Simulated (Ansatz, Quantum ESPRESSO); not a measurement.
# HfO2 (Fm-3m): from the cell to the phonon bands

Aim: the phonon dispersion of HfO2 (Fm-3m), checked by a second program.

Calculated with Quantum ESPRESSO 7.5; DFT LDA, scalar-relativistic, plane waves, JTH PAW pseudopotentials.

Most raw output is cut from this account.

### 1. Set-up

Symmetry: Fm-3m, No. 225, cubic system. Conventional cell: a = 5.115 Å, b = 5.115 Å, c = 5.115 Å, α = 90.00°, β = 90.00°, γ = 90.00°. Nearest to Hf lie 8 O at 2.21 Å. O has 4 Hf at 2.21 Å nearest. Farther neighbours and most contacts between anions are not listed.

Coordinates:

```cif
data_structure
_symmetry_space_group_name_H-M 'P 1'
_symmetry_Int_Tables_number 1
_cell_length_a 3.6169
_cell_length_b 3.6169
_cell_length_c 3.6169
_cell_angle_alpha 60.000
_cell_angle_beta 60.000
_cell_angle_gamma 60.000
_cell_volume 33.46
loop_
_atom_site_label
_atom_site_type_symbol
_atom_site_fract_x
_atom_site_fract_y
_atom_site_fract_z
_atom_site_occupancy
Hf1 Hf 0.00000 0.00000 0.00000 1
O2 O 0.75000 0.75000 0.75000 1
O3 O 0.25000 0.25000 0.25000 1
```

### 2. A first look

A cheap run with smearing and empty bands tells whether the crystal has a gap, which decides between fixed occupations and smearing later on.

probe.in

```
 &control
    calculation='scf',
    prefix='x',
    outdir='./tmp',
    pseudo_dir='./pseudo',
    tprnfor=.true.,
    tstress=.true.,
    verbosity='high',
 /
 &system
    ibrav=2,
    celldm(1)=9.66594913,
    nat=3,
    ntyp=2,
    ecutwfc=50.0,
    ecutrho=250.0,
    occupations='smearing',
    smearing='gaussian',
    degauss=0.01,
 /
 &electrons
    conv_thr=1.0d-07,
    mixing_beta=0.7,
    electron_maxstep=100,
 /
ATOMIC_SPECIES
 Hf    178.4900  Hf.upf
 O      15.9990  O.upf
ATOMIC_POSITIONS crystal
 Hf     0.000000000   0.000000000   0.000000000
 O      0.750000000   0.750000000   0.750000000
 O      0.250000000   0.250000000   0.250000000
K_POINTS automatic
 6 6 6 0 0 0
```

Launch:

```bash
> OMP_NUM_THREADS=1 mpirun -n 4 pw.x -nk 4 -in probe.in > probe.out
```

Wall time 2.5 s (4 MPI ranks of Arm Neoverse V2, shared host).

Numbers from this step:

* volume per atom: 11.15 Å³
* pressure: -19.97 GPa
* gap on the k-mesh: 3.523 eV

A gap of 3.5 eV opens on this mesh, so the crystal is taken as an insulator; the start stands at -20 GPa.

### 3. Relaxing the cell and atoms

The relaxation runs at a cutoff a fifth above that of the response, since stress converges more slowly with the basis than frequencies do. Forces and stress are brought to rest with tight thresholds.

relax.in

```
 &control
    calculation='vc-relax',
    prefix='x',
    outdir='./tmp',
    pseudo_dir='./pseudo',
    tprnfor=.true.,
    tstress=.true.,
    forc_conv_thr=2.0d-05,
    etot_conv_thr=1.0d-07,
    nstep=40,
 /
 &system
    ibrav=2,
    celldm(1)=9.66594913,
    nat=3,
    ntyp=2,
    ecutwfc=60,
    ecutrho=300.0,
    occupations='fixed',
    nbnd=14,
 /
 &electrons
    conv_thr=1.0d-11,
    mixing_beta=0.7,
    electron_maxstep=100,
 /
 &ions
 /
 &cell
    press_conv_thr=0.2,
 /
ATOMIC_SPECIES
 Hf    178.4900  Hf.upf
 O      15.9990  O.upf
ATOMIC_POSITIONS crystal
 Hf     0.000000000   0.000000000   0.000000000
 O      0.750000000   0.750000000   0.750000000
 O      0.250000000   0.250000000   0.250000000
K_POINTS automatic
 6 6 6 0 0 0
```

Launch:

```bash
> OMP_NUM_THREADS=1 mpirun -n 4 pw.x -nk 4 -in relax.in > relax.out
```

It took 20 s on 4 MPI ranks.

Relaxation path:

```tsv
step	energy less that of the first step (eV)	largest force (eV/Å)	pressure (GPa)	volume (Å³)
1	0.0000	0.0000	-19.91	33.46
2	-0.1591	0.0000	6.87	30.17
3	-0.1732	0.0000	-0.90	30.95
4	-0.1735	0.0000	-0.03	30.86
5	-0.1735	0.0000	0.00	30.86
6	-0.1646	0.0000	-0.11	30.86
```

```tsv
conventional cell, symmetrised	before	after	change
a (Å)	5.115	4.979	-2.7 %
b (Å)	5.115	4.979	-2.7 %
c (Å)	5.115	4.979	-2.7 %
volume (Å³/atom)	11.15	10.29	-7.8 %
```

The relaxed structure:

```cif
data_structure
_symmetry_space_group_name_H-M 'P 1'
_symmetry_Int_Tables_number 1
_cell_length_a 3.5206
_cell_length_b 3.5206
_cell_length_c 3.5206
_cell_angle_alpha 60.000
_cell_angle_beta 60.000
_cell_angle_gamma 60.000
_cell_volume 30.86
loop_
_atom_site_label
_atom_site_type_symbol
_atom_site_fract_x
_atom_site_fract_y
_atom_site_fract_z
_atom_site_occupancy
Hf1 Hf 0.00000 0.00000 0.00000 1
O2 O 0.75000 0.75000 0.75000 1
O3 O 0.25000 0.25000 0.25000 1
```

The last row of the table of steps is pw.x's closing run on a basis chosen anew for the final cell, so its energy can jump.

This step gave:

```
volume per atom   : 10.29 Å³
pressure          : -0.1130 GPa
gap on the k-mesh : 3.729 eV
```

The volume changes by -7.8 % from the cell with which this run began.

### 4. Relaxing the cell and atoms

A variable-cell run keeps the plane waves of its start, so its end shows a stress on a fresh basis; a second run from that cell removes it.

relax.in: that of step 3 with these lines changed.

```diff
@@ -13,3 +13,3 @@
     ibrav=2,
-    celldm(1)=9.66594913,
+    celldm(1)=9.4087707,
     nat=3,
```

Run time: 13 s. Hardware: 4 MPI ranks; 50 s of CPU time.

Little changed from the start: no atom moved by 0.005 Å and no cell edge by 0.1 %.

The last row of the table of steps is pw.x's closing run on a basis chosen anew for the final cell, so its energy can jump.

Numbers from this step:

```
volume per atom   : 10.28 Å³
pressure          : 0 GPa
gap on the k-mesh : 3.730 eV
```

### 5. Self-consistent run for the response

Perturbation theory inherits every error of the wavefunctions, so the threshold is set near the limit of the arithmetic. With a gap, occupations are fixed, which also allows the response to an electric field.

scf.in

```
 &control
    calculation='scf',
    prefix='x',
    outdir='./tmp',
    pseudo_dir='./pseudo',
    tprnfor=.true.,
    tstress=.true.,
 /
 &system
    ibrav=2,
    celldm(1)=9.40755102,
    nat=3,
    ntyp=2,
    ecutwfc=50.0,
    ecutrho=250.0,
    occupations='fixed',
    nbnd=14,
 /
 &electrons
    conv_thr=1.0d-12,
    mixing_beta=0.7,
    electron_maxstep=100,
 /
ATOMIC_SPECIES
 Hf    178.4900  Hf.upf
 O      15.9990  O.upf
ATOMIC_POSITIONS crystal
 Hf     0.000000000   0.000000000   0.000000000
 O      0.750000000   0.750000000   0.750000000
 O      0.250000000   0.250000000   0.250000000
K_POINTS automatic
 8 8 8 0 0 0
```

Launch:

```bash
> OMP_NUM_THREADS=1 mpirun -n 4 pw.x -nk 4 -in scf.in > scf.out
```

Wall time 5.5 s (4 MPI ranks).

Numbers from this step:

```yaml
pressure: 0.03 GPa
gap_on_the_k_mesh: 3.729 eV
```

The cell stands at 0.03 GPa, close enough for phonons.

### 6. Phonons on a q mesh

Linear response treats each wavevector in the unit cell, with no supercell; the 4×4×4 mesh fixes the range of the force constants to be had.

ph.in

```
phonons
 &inputph
    prefix='x',
    outdir='./tmp',
    fildyn='x.dyn',
    tr2_ph=1.0d-18,
    epsil=.true.,
    ldisp=.true.,
    nq1=4,
    nq2=4,
    nq3=4,
 /
```

Launch:

```bash
> OMP_NUM_THREADS=1 mpirun -n 4 ph.x -nk 4 -in ph.in > ph.out
```

Wall time 38 min (4 MPI ranks); 2.5 h of CPU time.

This step gave:

* miss of the charge sum rule: 0.001560 e
* largest acoustic frequency at the zone centre before the sum rule: -0.39 cm⁻¹
* highest optical zone-centre mode (no LO-TO term): 608.4 cm⁻¹
* lowest optical zone-centre mode: 267.6 cm⁻¹
* mean high-frequency dielectric constant: 5.303
* largest Born charge in size (third of the trace): 5.529 e
* lowest mode on the q mesh (acoustic ones at the zone centre apart): -202.0 cm⁻¹

Frequencies (cm⁻¹) at each irreducible wavevector; negative means imaginary. Frequencies by wavevector:

```tsv
q (fractions)	star	mode 1	mode 2	mode 3	mode 4	mode 5	mode 6	mode 7	mode 8	mode 9
0 0 0	1	-0.39	-0.39	-0.39	267.6	267.6	267.6	608.4	608.4	608.4
0 0 0.25	8	83.8	83.8	154.6	347.7	347.7	564.3	583.2	583.2	629.6
0 0 -0.5	4	98.62	98.62	206.7	429.5	429.5	524.9	542.4	542.4	612.3
0 0.25 0.25	6	82.56	82.56	204.7	281	281	459.2	602.6	602.6	679.4
0 0.25 -0.5	24	103.5	137.9	204.8	291	367.9	377.2	570.2	594.9	681.4
0 0.25 -0.25	12	100.1	128.1	200.5	251	449.6	481.5	504.9	610.4	655.7
0 -0.5 -0.5	3	-202	109.5	109.5	264	334.2	334.2	588.1	588.1	718.2
0.25 -0.5 -0.25	6	100.8	113.5	196	196	267.5	489.9	489.9	629.1	691
```

Born charge (rows field, columns displacement), before the sum rule (e), principal values of the symmetric part by kind of site:

```tsv
atom	atoms with these values	low	middle	high	mean
Hf1	1	5.53	5.53	5.53	5.53
O2	2	-2.77	-2.77	-2.77	-2.77
```

In full for O2:

```
-2.77  0.00  0.00
 0.00 -2.77  0.00
 0.00  0.00 -2.77
```

High-frequency dielectric tensor:

```
5.30 0.00 0.00
0.00 5.30 0.00
0.00 0.00 5.30
```

The acoustic modes at Γ come out as far as 0.4 cm⁻¹ from zero, where they should vanish, a small numerical error; the Born charges miss their sum rule by 0.0016 e, which is good.

### 7. Fourier transform to real space

The dynamical matrices of the mesh are Fourier-transformed to force constants in real space, after the long-range dipole part is taken out.

q2r.in

```
 &input
    fildyn='x.dyn',
    zasr='simple',
    flfrc='x.fc',
 /
```

Launch:

```bash
> q2r.x < q2r.in > q2r.out
```

It took 0.47 s on 1 thread.

### 8. Interpolated phonon bands

From the force constants any wavevector is cheap; points of the mesh come back as solved, but for the sum rule and, in polar crystals, the LO-TO term at Γ; the rest is interpolation.

matdyn.in

```
 &input
    asr='simple',
    flfrc='x.fc',
    flfrq='x.freq',
    flvec='x.modes',
    q_in_band_form=.true.,
    q_in_cryst_coord=.true.,
 /
8
  0.0000000   0.0000000   0.0000000  12  ! GAMMA
  0.0000000   0.5000000   0.5000000  12  ! X
  0.0000000   0.6250000   0.3750000   1  ! U
 -0.3750000   0.3750000  -0.0000000  12  ! K
  0.0000000   0.0000000   0.0000000  12  ! GAMMA
 -0.0000000   0.5000000  -0.0000000  12  ! L
 -0.2500000   0.5000000   0.2500000  12  ! W
  0.0000000   0.5000000   0.5000000   1  ! X
```

Launch:

```bash
> matdyn.x -in matdyn.in > matdyn.out
```

Run time: 0.48 s. Hardware: 1 thread.

Numbers from this step:

- lowest frequency on the path: -202.0 cm⁻¹

Matdyn.x, sum rule simple. Phonon branches along the path, in cm⁻¹:

```tsv
point	branch 1	branch 2	branch 3	branch 4	branch 5	branch 6	branch 7	branch 8	branch 9
Γ	0	0	0	268	268	608	608	608	641
halfway	83	83	205	281	281	459	603	603	679
X	-202	109	109	264	334	334	588	588	718
halfway	-168	108	127	252	340	352	582	592	713
U	46	105	162	228	352	397	562	598	698
jump to K	46	105	162	228	352	397	562	598	698
halfway	94	96	183	271	419	515	549	613	640
Γ	0	0	0	268	268	608	608	608	641
halfway	84	84	155	348	348	564	583	583	630
L	99	99	207	430	430	525	542	542	612
halfway	103	155	188	324	347	471	521	608	664
W	101	114	196	196	268	490	490	629	691
halfway	-136	111	139	243	309	393	562	606	707
X	-202	109	109	264	334	334	588	588	718
```

The path dips to 202i cm⁻¹.

### 9. Density of states

Sums over the zone need many more wavevectors than were solved, so the interpolation is sampled on a dense mesh.

matdyn.in

```
 &input
    asr='simple',
    flfrc='x.fc',
    dos=.true.,
    fldos='x.dos',
    nk1=16,
    nk2=16,
    nk3=16,
    deltaE=1.0,
 /
```

Launch:

```bash
> matdyn.x -in matdyn.in > matdyn.out
```

It took 16 s on 1 thread.

Read from the output:

| Property | Result |
| --- | --- |
| share of modes beyond 3i cm⁻¹ on the dense interpolated mesh | 0.0068 |

The phonon density of states has structure finer than the step of the table below, so its rows give means over 25 cm⁻¹, whole bins alone (the curve runs from -202 to 716 cm⁻¹). Peaks (cm⁻¹: height): total 104.0: 0.0693, 200.0: 0.0313, 284.0: 0.0173, 602.0: 0.0499, 644.0: 0.0160; Hf 104.0: 0.0677, 200.0: 0.0286; O 284.0: 0.0158, 602.0: 0.0499, 644.0: 0.0149.

Tetrahedra. Table of phonon density of states by wavenumber; means over each step; values in 1/cm⁻¹/cell:

```tsv
wavenumber (cm⁻¹)	total	Hf	O
-175	2.0e-4	0	2.0e-4
-150	3.2e-4	8.9e-7	3.1e-4
-125	3.4e-4	9.7e-6	3.3e-4
-100	3.2e-4	1.6e-5	3.1e-4
-75	3.2e-4	2.8e-5	2.9e-4
-50	3.6e-4	5.0e-5	3.1e-4
-25	4.0e-4	7.8e-5	3.2e-4
0	4.7e-4	1.3e-4	3.4e-4
25	9.6e-4	5.5e-4	4.1e-4
50	0.00289	0.00229	6.0e-4
75	0.00811	0.00718	9.3e-4
100	0.0416	0.0400	0.00157
125	0.0177	0.0159	0.00177
150	0.0123	0.0103	0.00200
175	0.00973	0.00853	0.00120
200	0.0210	0.0189	0.00209
225	0.00780	0.00620	0.00159
250	0.00777	0.00466	0.00311
275	0.0110	0.00146	0.00954
300	0.0140	8.2e-4	0.0132
325	0.0137	5.0e-4	0.0132
350	0.0112	3.7e-4	0.0108
375	0.0101	2.6e-4	0.00982
400	0.0101	1.9e-4	0.00994
425	0.0106	1.4e-4	0.0105
450	0.00892	1.0e-4	0.00881
475	0.00916	1.0e-4	0.00906
500	0.00480	4.5e-5	0.00476
525	0.0116	1.9e-5	0.0115
550	0.0140	1.0e-5	0.0140
575	0.0157	1.5e-5	0.0157
600	0.0350	4.1e-5	0.0349
625	0.0114	1.7e-4	0.0112
650	0.0132	6.4e-4	0.0126
675	0.0132	2.2e-4	0.0130
700	0.00902	5.4e-5	0.00897
```

### 10. Zone-centre analysis

A rigid shift of the crystal must cost nothing, but grids and finite bases break this; the acoustic sum rule is imposed before the matrix is diagonalised again. With Born charges the intensities follow, and the static dielectric tensor.

dynmat.in

```
 &input
    fildyn='x.dyn1',
    asr='simple',
    fileig='dynmat.eig',
    lperm=.true.,
 /
```

Launch:

```bash
> dynmat.x -in dynmat.in > dynmat.out
```

Elapsed: 0.45 s, on 1 thread.

Numbers from this step:

- mean static dielectric constant: 30.41

Unit eigenvectors of the mass-weighted matrix after the sum rule; no LO-TO term. Modes at Γ, with each element's share of the kinetic energy:

```tsv
mode	frequency (cm⁻¹)	symmetry	Hf %	O %
1	0.0	acoustic	85	15
2	0.0	acoustic	85	15
3	0.0	acoustic	85	15
4	267.6	T1u	15	85
5	267.6	T1u	15	85
6	267.6	T1u	15	85
7	608.4	T2g	0	100
8	608.4	T2g	0	100
9	608.4	T2g	0	100
```

Displacements in mode 5 (267.6 cm⁻¹), the largest set to 1:
```
Hf1 -0.18  0.03  0.00
O2   1.00 -0.16 -0.01
O3   1.00 -0.16 -0.01
```

Displacements in mode 9 (608.4 cm⁻¹), the largest set to 1:
```
Hf1  0.00  0.00  0.00
O2   1.00 -0.03  0.00
O3  -1.00  0.03  0.00
```

Degenerate modes summed, no LO-TO term. Infrared lines, with heights relative to the strongest:

```tsv
position (cm⁻¹)	lines merged	label	IR intensity, relative
268	3	T1u	100
608	3	T2g	0.0
```

Static dielectric tensor (ions relaxed, fixed cell):

```
30.41  0.00  0.00
 0.00 30.41  0.00
 0.00  0.00 30.41
```

The rule moves no optical mode by more than 0.1 cm⁻¹.

### 11. Sum rules set otherwise: a sum rule for molecules or wires on a crystal

This rule also removes rotations, which suits molecules and not a crystal; it is tried to see the harm.

dynmat.in

```
 &input
    fildyn='x.dyn1',
    asr='zero-dim',
    fileig='dynmat.eig',
    lperm=.true.,
 /
```

Launch:

```bash
> dynmat.x -in dynmat.in > dynmat.out
```

It took 0.45 s on 1 thread.

The run ended normally, but on settings that are not sound.

The fault: a sum rule for molecules or wires on a crystal; 2 optical modes are projected out to zero frequency, as if they were rotations, and the static dielectric tensor is spoilt.

For a crystal the rule has to be 'simple' or 'crystal'.

Zone-centre frequencies as printed; negative means imaginary. Modes:

```tsv
mode	frequency (cm⁻¹)
1	0
2	0
3	0
4	0
5	0
6	267.6
7	462.9
8	462.9
9	608.4
```

### 12. Sum rules set otherwise (asr no)

Without the rule the raw error of the acoustic modes shows.

dynmat.in

```
 &input
    fildyn='x.dyn1',
    asr='no',
    fileig='dynmat.eig',
    lperm=.true.,
 /
```

Launch:

```bash
> dynmat.x -in dynmat.in > dynmat.out
```

The job ended after 0.45 s (1 thread).

This step gave:

```
mean static dielectric constant : 30.42
```

Zone-centre frequencies as printed; negative means imaginary. Modes:

```tsv
mode	frequency (cm⁻¹)
1	-0.39
2	-0.39
3	-0.39
4	267.6
5	267.6
6	267.6
7	608.4
8	608.4
9	608.4
```

Against the first rule no mode moves by more than 0.4 cm⁻¹.

[end of part 1 of 2]

[Host names and launcher messages were left out of these logs when they were recorded.]

[Logs are printed without paths, hosts, clocks, repeated set-up lines and the standing remarks that a program may print on its own settings, such as how far it seeks lower states.]

[Hosts, paths, dates, database ids (printed as entryN), source tags and the programs' standing remarks are cut or masked in the printed files.]
